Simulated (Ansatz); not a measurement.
**The perfect Rh wire along [110], 4 atoms a period**

Aim: is the Rh wire along [110], 4 atoms a period a metal or a semiconductor?

Method: DFT PBE, plane waves, PAW; relaxation of a wire's period; PAW set soft_1, in the first sound run; inputs show where later runs differ, in Ansatz 0.2.0.

### Step 1. The starting structure

The cell holds 4 atoms: 4 Rh. Cell: a = 10.630 Å, b = 9.508 Å, c = 2.708 Å, α = 90.0°, β = 90.0°, γ = 90.0°. Vacuum lies along a and b. The structure's axis is c.

Structure file:

```cif
data_structure
_symmetry_space_group_name_H-M 'P 1'
_symmetry_Int_Tables_number 1
_cell_length_a 10.6300
_cell_length_b 9.5080
_cell_length_c 2.7082
_cell_angle_alpha 90.000
_cell_angle_beta 90.000
_cell_angle_gamma 90.000
_cell_volume 273.72
loop_
_atom_site_label
_atom_site_type_symbol
_atom_site_fract_x
_atom_site_fract_y
_atom_site_fract_z
_atom_site_occupancy
Rh1 Rh 0.31985 0.50001 0.00000 1
Rh2 Rh 0.68015 0.50001 0.00000 1
Rh3 Rh 0.50000 0.35759 0.50000 1
Rh4 Rh 0.50000 0.64243 0.50000 1
```

### Step 2. The relaxed wire

Band widths follow the bond lengths, so the wire is relaxed first. The atoms and the third cell vector are free; the box across stays fixed as vacuum. A Fermi-Dirac smearing is set since the result may be a metal. The pressure printed is a third of the stress's trace over the whole box, vacuum included; only the stress along the axis is relaxed.

The input, input.yaml:

```yaml
crystal:
  lattice:
    - [10.63, 0.0, 0.0]
    - [0.0, 9.508, 0.0]
    - [0.0, 0.0, 2.7082189719]
  atoms:
    - { symbol: Rh, position: [0.319849483, 0.500011515, 0.0] }
    - { symbol: Rh, position: [0.680150517, 0.500011515, 0.0] }
    - { symbol: Rh, position: [0.5, 0.357593605, 0.5] }
    - { symbol: Rh, position: [0.5, 0.642429425, 0.5] }
kpoints:
  mp_grid: { grid: [1, 1, 30] }
scf:
  occupations: { method: fermi_dirac, width: 0.05 }
hamiltonian:
  xc: pbe
  pseudopotentials: { kind: paw, azcp: { folder: soft_1 } }
relax:
  cell: { fix: [a, b, alpha, beta, gamma] }
  max_steps: 45
  f_tol: 0.03
```

On the command line:

```sh
$ ansatz run input.yaml --threads 4 --pin off --max-ram 16384MiB --backend cpu --events-out ev --progress --plain --runs-dir out
```

Numbers of over 12 decimals in the logs are rounded to 6 here.

The program printed:

```text
Engine: ansatz 0.2.0, x86_64-unknown-linux-gnu
Pseudopotentials: kind: paw
Pseudopotential: Rh, paw, valence charge 17, recommended cutoff 420 eV (normal), soft_1/Rh.paw.azcp
Functional definition: PBE
  parameter kappa = 0.804
  parameter beta = 0.066725
  exchange = pbe_x(kappa = kappa, mu = beta*pi^2/3)
  correlation = pbe_c(beta = beta)
Crystal: 4 atoms, lattice volume = 273.720 Å³
Basis set: ecut = 420 eV, 5381 PW (Γ), exchange–correlation on 144×128×40 points (8 copies of the dense FFT grid, shifted against one another)
Bands: 41, of which v1, the nominal top of the filled ones, is band 34 counted from 1 (33 counted from 0)
Symmetry: 8 space group operations
Space group: Pmmm (ITA 47), of the structure as read, at distance tolerance 6.5e-5 Å
k-points: 16 of 30
Non-local potential: Rh, projectors of the file, l = 0: 3, l = 1: 2, l = 2: 2, l = 3: 1
PAW form: soft (Blöchl's): semilocal exchange-correlation on the pseudo side does not see the compensation charge
PAW one-centre angular grid: Rh, 590 points (default); XC on 64 Gauss nodes
Initial density: superposition of atomic densities (neutral atoms: chi_scale 0, normalization atom)
Initial wavefunctions: pseudopotential atomic-orbital guess
Functional: x = pbe(κ = 0.804, μ = 0.219515), c = pbe(β = 0.066725)
SCF iter   1: F=—  HF=-25606.288434 eV  |F-HF|=—  |Δ(HF+E_count)|=         —  Δρ=3.60e-2  dr2=5.95e0  ethr=3.10e-3  ⟨swp⟩=7.0  Hψ=2646  notcnv=0
preconditioner: auto → LDOS  [metal: Δε(μ)=0.004 eV  Ē_g=4.017 eV  σ=0.050 eV  W_gap=0.02  n_scr=36 (ndim 8)  ℏωp=13.5 eV  f_vac=0.626  D(μ)=18.03/eV (n_scr^D=194)  β→1.0]
SCF iter   2: F=—  HF=-25607.131284 eV  |F-HF|=—  |Δ(HF+E_count)|=   8.43e-1  Δρ=4.12e-2  dr2=9.95e0  ethr=3.10e-3  ⟨swp⟩=3.8  Hψ=1910  notcnv=0  defer=3
SCF iter   3: F=—  HF=-25604.724146 eV  |F-HF|=—  |Δ(HF+E_count)|=    2.41e0  Δρ=9.39e-3  dr2=3.32e-1  ethr=3.10e-3  ⟨swp⟩=3.4  Hψ=1726  notcnv=0  defer=4
SCF iter   4: F=—  HF=-25604.684102 eV  |F-HF|=—  |Δ(HF+E_count)|=   4.00e-2  Δρ=2.32e-3  dr2=1.38e-2  ethr=4.88e-4  ⟨swp⟩=2.4  Hψ=1151  notcnv=0  defer=4
SCF iter   5: F=—  HF=-25604.684584 eV  |F-HF|=—  |Δ(HF+E_count)|=   4.82e-4  Δρ=8.42e-4  dr2=2.37e-3  ethr=2.03e-5  ⟨swp⟩=2.3  Hψ=1333  notcnv=0  defer=3
SCF iter   6: F=—  HF=-25604.684789 eV  |F-HF|=—  |Δ(HF+E_count)|=   2.06e-4  Δρ=2.86e-4  dr2=3.92e-4  ethr=3.48e-6  ⟨swp⟩=2.0  Hψ=976  notcnv=0  defer=3
SCF iter   7: F=—  HF=-25604.684802 eV  |F-HF|=—  |Δ(HF+E_count)|=   1.28e-5  Δρ=1.11e-4  dr2=3.78e-5  ethr=5.77e-7  ⟨swp⟩=2.2  Hψ=805  notcnv=0  defer=3
SCF iter   8: F=—  HF=-25604.684866 eV  |F-HF|=—  |Δ(HF+E_count)|=   6.33e-5  Δρ=7.45e-5  dr2=2.86e-5  ethr=5.55e-8  ⟨swp⟩=2.1  Hψ=791  notcnv=0  defer=3
SCF iter   9: F=—  HF=-25604.684865 eV  |F-HF|=—  |Δ(HF+E_count)|=   3.45e-7  Δρ=3.96e-5  dr2=7.59e-6  ethr=4.20e-8  ⟨swp⟩=1.0  Hψ=653  notcnv=0  defer=3
SCF iter  10: F=—  HF=-25604.684865 eV  |F-HF|=—  |Δ(HF+E_count)|=   2.35e-7  Δρ=1.73e-5  dr2=1.66e-6  ethr=1.12e-8  ⟨swp⟩=1.2  Hψ=658  notcnv=0  defer=3
SCF iter  11: F=—  HF=-25604.684865 eV  |F-HF|=—  |Δ(HF+E_count)|=   6.85e-8  Δρ=5.55e-6  dr2=1.45e-7  ethr=2.45e-9  ⟨swp⟩=1.7  Hψ=701  notcnv=0  defer=3
SCF iter  12: F=-25604.684865 eV  HF=-25604.684865 eV  |F-HF|=9.31e-10  |Δ(HF+E_count)|=   3.17e-9  Δρ=1.07e-6  dr2=3.79e-9  ethr=1.47e-10  ⟨swp⟩=4.6  Hψ=2155  notcnv=0
SCF 1 converged in 12 iterations: F = -25604.684865 eV  dr2 = 3.79e-9
  greatest PAW one-centre occupation: 1.000 electrons in one spin orbital (limit 2), on the Rh atom at site 3 (counted from 0), in its partial waves of l = 0
relax step   1: F+E_penalty+E_count = -25604.68486486 eV  Δ(F+E_penalty+E_count) = +0.000e0 eV  max|allowed force component| = 1.826e0 eV/Å  Δτ_max = 0.0000 Å  P = -3.977 GPa  Ω = 273.720 Å³  fix = [a, b, alpha, beta, gamma]  reactions: a -3.268, b -2.908 GPa  (12 SCF iters, dr2 threshold 1.00e-7 eV, accepted)
Crystal: 4 atoms, lattice volume = 260.317 Å³
Basis set: ecut = 420 eV, 5121 PW (Γ), exchange–correlation on 144×128×40 points (8 copies of the dense FFT grid, shifted against one another)
Initial density: handed on by an earlier stage of this run
Initial wavefunctions: those handed on with the density
iter 1 solved again at ethr=5.69e-4 eV; its pass at ethr=3.10e-3 eV (dr2=3.87e-1 eV) is discarded
SCF iter   1: F=—  HF=-25604.938456 eV  |F-HF|=—  |Δ(HF+E_count)|=         —  Δρ=1.75e-2  dr2=3.87e-1  ethr=5.69e-4  ⟨swp⟩=1.2  Hψ=3360  notcnv=0
preconditioner: auto → LDOS  [metal: Δε(μ)=0.020 eV  Ē_g=4.703 eV  σ=0.050 eV  W_gap=0.10  n_scr=36 (ndim 8)  ℏωp=13.8 eV  f_vac=0.665  D(μ)=10.92/eV (n_scr^D=86)  β→1.0]
SCF iter   2: F=—  HF=-25604.934518 eV  |F-HF|=—  |Δ(HF+E_count)|=   3.94e-3  Δρ=8.48e-3  dr2=1.41e-1  ethr=5.69e-4  ⟨swp⟩=2.5  Hψ=1257  notcnv=0
SCF iter   3: F=—  HF=-25604.904270 eV  |F-HF|=—  |Δ(HF+E_count)|=   3.02e-2  Δρ=3.49e-3  dr2=3.41e-2  ethr=2.07e-4  ⟨swp⟩=2.8  Hψ=1492  notcnv=0  defer=4
SCF iter   4: F=—  HF=-25604.896964 eV  |F-HF|=—  |Δ(HF+E_count)|=   7.31e-3  Δρ=1.40e-3  dr2=9.45e-3  ethr=5.01e-5  ⟨swp⟩=3.0  Hψ=1219  notcnv=0  defer=4
SCF iter   5: F=—  HF=-25604.896159 eV  |F-HF|=—  |Δ(HF+E_count)|=   8.05e-4  Δρ=5.95e-4  dr2=2.25e-3  ethr=1.39e-5  ⟨swp⟩=1.6  Hψ=767  notcnv=0  defer=4
SCF iter   6: F=—  HF=-25604.896092 eV  |F-HF|=—  |Δ(HF+E_count)|=   6.66e-5  Δρ=2.21e-4  dr2=1.96e-4  ethr=3.30e-6  ⟨swp⟩=1.9  Hψ=841  notcnv=0  defer=4
SCF iter   7: F=—  HF=-25604.896089 eV  |F-HF|=—  |Δ(HF+E_count)|=   3.11e-6  Δρ=6.91e-5  dr2=2.24e-5  ethr=2.89e-7  ⟨swp⟩=1.9  Hψ=836  notcnv=0  defer=4
SCF iter   8: F=—  HF=-25604.896090 eV  |F-HF|=—  |Δ(HF+E_count)|=   1.58e-6  Δρ=2.83e-5  dr2=2.00e-6  ethr=3.29e-8  ⟨swp⟩=2.4  Hψ=1016  notcnv=0  defer=4
SCF iter   9: F=-25604.896090 eV  HF=-25604.896090 eV  |F-HF|=1.41e-7  |Δ(HF+E_count)|=   1.64e-7  Δρ=1.07e-5  dr2=2.71e-7  ethr=5.88e-10  ⟨swp⟩=5.4  Hψ=2608  notcnv=0
SCF 2 converged in 9 iterations: F = -25604.896090 eV  dr2 = 2.71e-7
relax step   2: F+E_penalty+E_count = -25604.89609010 eV  Δ(F+E_penalty+E_count) = -2.112e-1 eV  max|allowed force component| = 2.212e0 eV/Å  Δτ_max = 0.1612 Å  P = +3.698 GPa  Ω = 260.317 Å³  energy of the carried Pulay correction = +1.564e-3 eV  fix = [a, b, alpha, beta, gamma]  reactions: a +4.826, b +3.144 GPa  (9 SCF iters, dr2 threshold 4.00e-7 eV, accepted)
Crystal: 4 atoms, lattice volume = 262.222 Å³
Basis set: ecut = 420 eV, 5149 PW (Γ), exchange–correlation on 144×128×40 points (8 copies of the dense FFT grid, shifted against one another)
iter 1 solved again at ethr=1.83e-4 eV; its pass at ethr=3.10e-3 eV (dr2=1.25e-1 eV) is discarded
SCF iter   1: F=—  HF=-25605.218255 eV  |F-HF|=—  |Δ(HF+E_count)|=         —  Δρ=1.15e-2  dr2=1.26e-1  ethr=1.83e-4  ⟨swp⟩=1.6  Hψ=3248  notcnv=0
preconditioner: auto → LDOS  [metal: Δε(μ)=0.019 eV  Ē_g=4.231 eV  σ=0.050 eV  W_gap=0.09  n_scr=36 (ndim 8)  ℏωp=13.8 eV  f_vac=0.647  D(μ)=14.34/eV (n_scr^D=144)  β→1.0]
SCF iter   2: F=—  HF=-25605.233276 eV  |F-HF|=—  |Δ(HF+E_count)|=   1.50e-2  Δρ=7.89e-3  dr2=9.60e-2  ethr=1.83e-4  ⟨swp⟩=2.3  Hψ=1243  notcnv=0
SCF iter   3: F=—  HF=-25605.212331 eV  |F-HF|=—  |Δ(HF+E_count)|=   2.09e-2  Δρ=2.33e-3  dr2=9.52e-3  ethr=1.41e-4  ⟨swp⟩=2.0  Hψ=1180  notcnv=0  defer=4
SCF iter   4: F=—  HF=-25605.210566 eV  |F-HF|=—  |Δ(HF+E_count)|=   1.76e-3  Δρ=4.69e-4  dr2=1.26e-3  ethr=1.40e-5  ⟨swp⟩=2.0  Hψ=1044  notcnv=0  defer=4
SCF iter   5: F=—  HF=-25605.210426 eV  |F-HF|=—  |Δ(HF+E_count)|=   1.40e-4  Δρ=1.75e-4  dr2=1.29e-4  ethr=1.86e-6  ⟨swp⟩=2.0  Hψ=947  notcnv=0  defer=4
SCF iter   6: F=—  HF=-25605.210539 eV  |F-HF|=—  |Δ(HF+E_count)|=   1.14e-4  Δρ=7.96e-5  dr2=4.44e-5  ethr=1.89e-7  ⟨swp⟩=2.0  Hψ=942  notcnv=0  defer=4
SCF iter   7: F=—  HF=-25605.210542 eV  |F-HF|=—  |Δ(HF+E_count)|=   2.37e-6  Δρ=3.02e-5  dr2=4.34e-6  ethr=6.52e-8  ⟨swp⟩=2.0  Hψ=957  notcnv=0  defer=4
SCF iter   8: F=—  HF=-25605.210541 eV  |F-HF|=—  |Δ(HF+E_count)|=   1.12e-7  Δρ=1.24e-5  dr2=7.83e-7  ethr=6.38e-9  ⟨swp⟩=2.1  Hψ=803  notcnv=0  defer=4
SCF iter   9: F=-25605.210541 eV  HF=-25605.210541 eV  |F-HF|=1.09e-7  |Δ(HF+E_count)|=   5.90e-9  Δρ=5.14e-6  dr2=1.41e-7  ethr=5.88e-10  ⟨swp⟩=4.8  Hψ=2251  notcnv=0
SCF 3 converged in 9 iterations: F = -25605.210541 eV  dr2 = 1.41e-7
relax step   3: F+E_penalty+E_count = -25605.21054137 eV  Δ(F+E_penalty+E_count) = -3.145e-1 eV  max|allowed force component| = 5.937e-1 eV/Å  Δτ_max = 0.1161 Å  P = -0.916 GPa  Ω = 262.222 Å³  energy of the carried Pulay correction = +1.337e-3 eV  fix = [a, b, alpha, beta, gamma]  reactions: a -0.540, b -0.923 GPa  (9 SCF iters, dr2 threshold 4.00e-7 eV, accepted)
Crystal: 4 atoms, lattice volume = 259.289 Å³
Basis set: ecut = 420 eV, 5097 PW (Γ), exchange–correlation on 144×128×40 points (8 copies of the dense FFT grid, shifted against one another)
iter 1 solved again at ethr=2.50e-4 eV; its pass at ethr=3.10e-3 eV (dr2=1.70e-1 eV) is discarded
SCF iter   1: F=—  HF=-25605.255520 eV  |F-HF|=—  |Δ(HF+E_count)|=         —  Δρ=6.71e-3  dr2=1.67e-1  ethr=2.50e-4  ⟨swp⟩=1.2  Hψ=2862  notcnv=0
preconditioner: auto → LDOS  [metal: Δε(μ)=0.059 eV  Ē_g=4.330 eV  σ=0.050 eV  W_gap=0.28  n_scr=36 (ndim 8)  ℏωp=13.8 eV  f_vac=0.651  D(μ)=11.10/eV (n_scr^D=90)  β→1.0]
SCF iter   2: F=—  HF=-25605.246970 eV  |F-HF|=—  |Δ(HF+E_count)|=   8.55e-3  Δρ=3.19e-3  dr2=2.57e-2  ethr=2.46e-4  ⟨swp⟩=2.2  Hψ=1026  notcnv=0
SCF iter   3: F=—  HF=-25605.246830 eV  |F-HF|=—  |Δ(HF+E_count)|=   1.40e-4  Δρ=2.41e-3  dr2=1.32e-2  ethr=3.77e-5  ⟨swp⟩=2.0  Hψ=1154  notcnv=0
SCF iter   4: F=—  HF=-25605.244275 eV  |F-HF|=—  |Δ(HF+E_count)|=   2.56e-3  Δρ=5.34e-4  dr2=1.55e-3  ethr=1.95e-5  ⟨swp⟩=2.0  Hψ=1054  notcnv=0
SCF iter   5: F=—  HF=-25605.244233 eV  |F-HF|=—  |Δ(HF+E_count)|=   4.19e-5  Δρ=2.17e-4  dr2=8.18e-5  ethr=2.28e-6  ⟨swp⟩=2.1  Hψ=1036  notcnv=0
SCF iter   6: F=—  HF=-25605.244329 eV  |F-HF|=—  |Δ(HF+E_count)|=   9.62e-5  Δρ=4.03e-5  dr2=1.80e-6  ethr=1.20e-7  ⟨swp⟩=2.4  Hψ=1078  notcnv=0
SCF iter   7: F=—  HF=-25605.244328 eV  |F-HF|=—  |Δ(HF+E_count)|=   1.05e-6  Δρ=1.65e-5  dr2=8.53e-7  ethr=5.88e-10  ⟨swp⟩=5.8  Hψ=2695  notcnv=0
SCF iter   8: F=-25605.244328 eV  HF=-25605.244328 eV  |F-HF|=4.95e-10  |Δ(HF+E_count)|=   1.64e-7  Δρ=5.30e-6  dr2=5.61e-8  ethr=5.88e-10  ⟨swp⟩=3.2  Hψ=2306  notcnv=0
SCF 4 converged in 8 iterations: F = -25605.244328 eV  dr2 = 5.61e-8
relax step   4: F+E_penalty+E_count = -25605.24432813 eV  Δ(F+E_penalty+E_count) = -3.379e-2 eV  max|allowed force component| = 8.344e-2 eV/Å  Δτ_max = 0.0349 Å  P = +0.043 GPa  Ω = 259.289 Å³  energy of the carried Pulay correction = +1.687e-3 eV  fix = [a, b, alpha, beta, gamma]  reactions: a +0.129, b -0.121 GPa  (8 SCF iters, dr2 threshold 4.00e-7 eV, accepted)
Crystal: 4 atoms, lattice volume = 259.419 Å³
Basis set: ecut = 420 eV, 5105 PW (Γ), exchange–correlation on 144×128×40 points (8 copies of the dense FFT grid, shifted against one another)
iter 1 solved again at ethr=4.89e-5 eV; its pass at ethr=3.10e-3 eV (dr2=3.33e-2 eV) is discarded
SCF iter   1: F=—  HF=-25605.247497 eV  |F-HF|=—  |Δ(HF+E_count)|=         —  Δρ=2.79e-3  dr2=3.23e-2  ethr=4.89e-5  ⟨swp⟩=1.2  Hψ=2229  notcnv=0
preconditioner: auto → LDOS  [metal: Δε(μ)=0.058 eV  Ē_g=4.329 eV  σ=0.050 eV  W_gap=0.28  n_scr=36 (ndim 8)  ℏωp=13.8 eV  f_vac=0.650  D(μ)=10.78/eV (n_scr^D=86)  β→1.0]
SCF iter   2: F=—  HF=-25605.245834 eV  |F-HF|=—  |Δ(HF+E_count)|=   1.66e-3  Δρ=1.14e-3  dr2=4.72e-3  ethr=4.75e-5  ⟨swp⟩=2.0  Hψ=684  notcnv=0
SCF iter   3: F=—  HF=-25605.245911 eV  |F-HF|=—  |Δ(HF+E_count)|=   7.71e-5  Δρ=8.60e-4  dr2=2.33e-3  ethr=6.95e-6  ⟨swp⟩=2.0  Hψ=1029  notcnv=0
SCF iter   4: F=—  HF=-25605.245674 eV  |F-HF|=—  |Δ(HF+E_count)|=   2.37e-4  Δρ=1.68e-4  dr2=1.17e-4  ethr=3.43e-6  ⟨swp⟩=2.4  Hψ=953  notcnv=0
SCF iter   5: F=—  HF=-25605.245737 eV  |F-HF|=—  |Δ(HF+E_count)|=   6.35e-5  Δρ=8.31e-5  dr2=3.65e-5  ethr=1.72e-7  ⟨swp⟩=2.5  Hψ=1175  notcnv=0
SCF iter   6: F=—  HF=-25605.245726 eV  |F-HF|=—  |Δ(HF+E_count)|=   1.15e-5  Δρ=1.59e-5  dr2=6.86e-7  ethr=5.36e-8  ⟨swp⟩=2.6  Hψ=1129  notcnv=0
SCF iter   7: F=-25605.245726 eV  HF=-25605.245726 eV  |F-HF|=6.90e-9  |Δ(HF+E_count)|=   2.30e-7  Δρ=5.86e-6  dr2=5.75e-8  ethr=5.88e-10  ⟨swp⟩=5.1  Hψ=2437  notcnv=0
SCF 5 converged in 7 iterations: F = -25605.245726 eV  dr2 = 5.75e-8
relax step   5: F+E_penalty+E_count = -25605.24572567 eV  Δ(F+E_penalty+E_count) = -1.398e-3 eV  max|allowed force component| = 1.933e-2 eV/Å  Δτ_max = 0.0129 Å  P = -0.013 GPa  Ω = 259.419 Å³  energy of the carried Pulay correction = +1.672e-3 eV  fix = [a, b, alpha, beta, gamma]  reactions: a -0.049, b +0.016 GPa  (7 SCF iters, dr2 threshold 4.00e-7 eV, accepted)
Basis set: ecut = 420 eV, 5105 PW (Γ), exchange–correlation on 144×128×36 points (8 copies of the dense FFT grid, shifted against one another)
Initial wavefunctions: pseudopotential atomic-orbital guess (no wavefunctions were taken with the density)
iter 1 solved again at ethr=1.33e-6 eV; its pass at ethr=3.10e-3 eV (dr2=9.06e-4 eV) is discarded
SCF iter   1: F=—  HF=-25605.243031 eV  |F-HF|=—  |Δ(HF+E_count)|=         —  Δρ=1.07e-4  dr2=5.34e-6  ethr=1.33e-6  ⟨swp⟩=3.9  Hψ=4642  notcnv=0
preconditioner: auto → LDOS  [metal: Δε(μ)=0.051 eV  Ē_g=4.327 eV  σ=0.050 eV  W_gap=0.25  n_scr=36 (ndim 8)  ℏωp=13.8 eV  f_vac=0.650  D(μ)=10.89/eV (n_scr^D=86)  β→1.0]
SCF iter   2: F=—  HF=-25605.243330 eV  |F-HF|=—  |Δ(HF+E_count)|=   2.99e-4  Δρ=4.42e-5  dr2=2.94e-6  ethr=7.85e-9  ⟨swp⟩=2.6  Hψ=1348  notcnv=0
SCF iter   3: F=—  HF=-25605.243329 eV  |F-HF|=—  |Δ(HF+E_count)|=   9.04e-7  Δρ=1.19e-5  dr2=4.70e-7  ethr=4.33e-9  ⟨swp⟩=2.5  Hψ=1342  notcnv=0
SCF iter   4: F=—  HF=-25605.243329 eV  |F-HF|=—  |Δ(HF+E_count)|=   9.18e-8  Δρ=3.91e-6  dr2=5.28e-8  ethr=6.91e-10  ⟨swp⟩=3.0  Hψ=1239  notcnv=0
SCF iter   5: F=—  HF=-25605.243329 eV  |F-HF|=—  |Δ(HF+E_count)|=   6.14e-9  Δρ=1.31e-6  dr2=5.54e-9  ethr=7.76e-11  ⟨swp⟩=2.2  Hψ=968  notcnv=0
SCF iter   6: F=—  HF=-25605.243329 eV  |F-HF|=—  |Δ(HF+E_count)|=  4.33e-10  Δρ=6.34e-7  dr2=1.08e-9  ethr=8.15e-12  ⟨swp⟩=2.1  Hψ=912  notcnv=0
SCF iter   7: F=—  HF=-25605.243329 eV  |F-HF|=—  |Δ(HF+E_count)|=  2.26e-10  Δρ=2.56e-7  dr2=3.29e-10  ethr=1.59e-12  ⟨swp⟩=2.4  Hψ=1005  notcnv=0
SCF iter   8: F=-25605.243329 eV  HF=-25605.243329 eV  |F-HF|=0.00e0  |Δ(HF+E_count)|=  7.28e-11  Δρ=8.13e-8  dr2=1.35e-11  ethr=1.00e-12  ⟨swp⟩=4.0  Hψ=2534  notcnv=0
SCF 6 converged in 8 iterations: F = -25605.243329 eV  dr2 = 1.35e-11
relax step   6: F+E_penalty+E_count = -25605.24332872 eV  Δ(F+E_penalty+E_count) = +2.397e-3 eV  max|allowed force component| = 1.840e-2 eV/Å  Δτ_max = 0.0000 Å  P = -0.005 GPa  Ω = 259.419 Å³  fix = [a, b, alpha, beta, gamma]  reactions: a -0.041, b +0.021 GPa  stress off target by 6.77e-3 GPa on what of the cell is left free  SCF on the basis re-selected at this cell (its energy is not comparable with the rows above)  (8 SCF iters)
basis re-selected at this cell: Δ(F+E_penalty+E_count) = +2.397e-3 eV, ΔP = +0.009 GPa vs the last step (what re-selecting the basis moved, of the pressure what is left beyond the Pulay correction that the steps carried, after the strain that the cell walked since its last selection, with what the two solves' SCF thresholds leave and, on support functions, any second-order correction that the steps lacked; it is no measure of the basis error at this ecutwfc). The dense FFT grid was sized anew with the basis: this SCF ran on 72×64×18 points, the steps before it on 72×64×20, so part of this shift can come from that change (see relax.cell in the input reference). [rest of the remark cut]
SCF converged after 8 iterations
Free energy (F): -25605.243329 eV
Harris-Foulkes:  -25605.243329 eV  (|F-HF|=0.00e0)
Internal energy: -25605.151982 eV  (E = F + TS)
E sigma→0 (E₀):  -25605.197656 eV
Entropy (-TS):   -0.091346 eV (-22.837 meV/atom)
Fermi energy:    1.165745 eV
--- Per-component energies (eV) ---
  E_band       = -1747.225485
  E_kinetic    = 2145.158796
  E_local      = -30865.613100  (includes V_loc(G=0)·N_el)
  E_nonlocal   = 1203.617368
  E_hartree    = 13966.426442
  E_xc         = -799.108658
  E_vxc        = -1001.510634  (∫ρ·V_xc dr)
  E_paw        = -14417.387842  (= ΣΔE_a)
  E_vpaw       = -1161.731458  (= ΣTr[D̂ρ^β])
  E_aug_tail   = 0.000248  (compensation charges beyond the density's cutoff)
  E_ewald      = 3161.754763
  E_smearing   = -0.091346  (= −TS)
  E_closure    = 0.000000  (closes the sum)
  Σ components = -25605.243329   (vs F -25605.243329, Δ=0.00e0)
--- Forces (eV/Å), atoms counted from 1 ---
  atom   1  Rh     0.01840396     0.00000000     0.00000000
  atom   2  Rh    -0.01840396    -0.00000000    -0.00000000
  atom   3  Rh    -0.00000000    -0.00637162    -0.00000000
  atom   4  Rh     0.00000000     0.00637162     0.00000000
  max |Σ_I F_I| component: 3.47e-18 eV/Å
--- Stress (GPa, compression-positive) ---
       -0.041174      -0.000000      -0.000000
       -0.000000       0.020723       0.000000
       -0.000000       0.000000       0.006767
  P = ⅓ Tr σ = -0.0046 GPa (-0.046 kbar)
--- Relaxed structure (5 steps of the walk, 5 accepted, 1 SCFs on fresh bases) ---
  F+E_penalty+E_count = -25605.24332872 eV   max|allowed force component| = 1.840e-2 eV/Å   (the final SCF, on the basis selected at the relaxed cell)
  cell:  # Å, volume = 259.4194 Å³
    - [10.63, 0, 0]
    - [0, 9.508, 0]
    - [0, 0, 2.566729]
  atoms:
    - { symbol: Rh, position: [0.320006, 0.500011515, 0.0] }
    - { symbol: Rh, position: [0.679994, 0.500011515, 0.0] }
    - { symbol: Rh, position: [0.5, 0.371012, 0.5] }
    - { symbol: Rh, position: [0.5, 0.629011, 0.5] }
```

The job ended after 16 s (4 threads of Intel Xeon Platinum 8259CL at 2.50GHz (Skylake/Cascade Lake), shared host; peak memory 0.71 GiB).

(Continued in part 2 of 2.)

[Logs are printed without paths, hosts, clocks, repeated set-up lines and the standing remarks that a program may print on its own settings, such as how far it seeks lower states.]

[Hosts, paths, dates, database ids (printed as entryN), source tags and the programs' standing remarks are cut or masked in the printed files.]
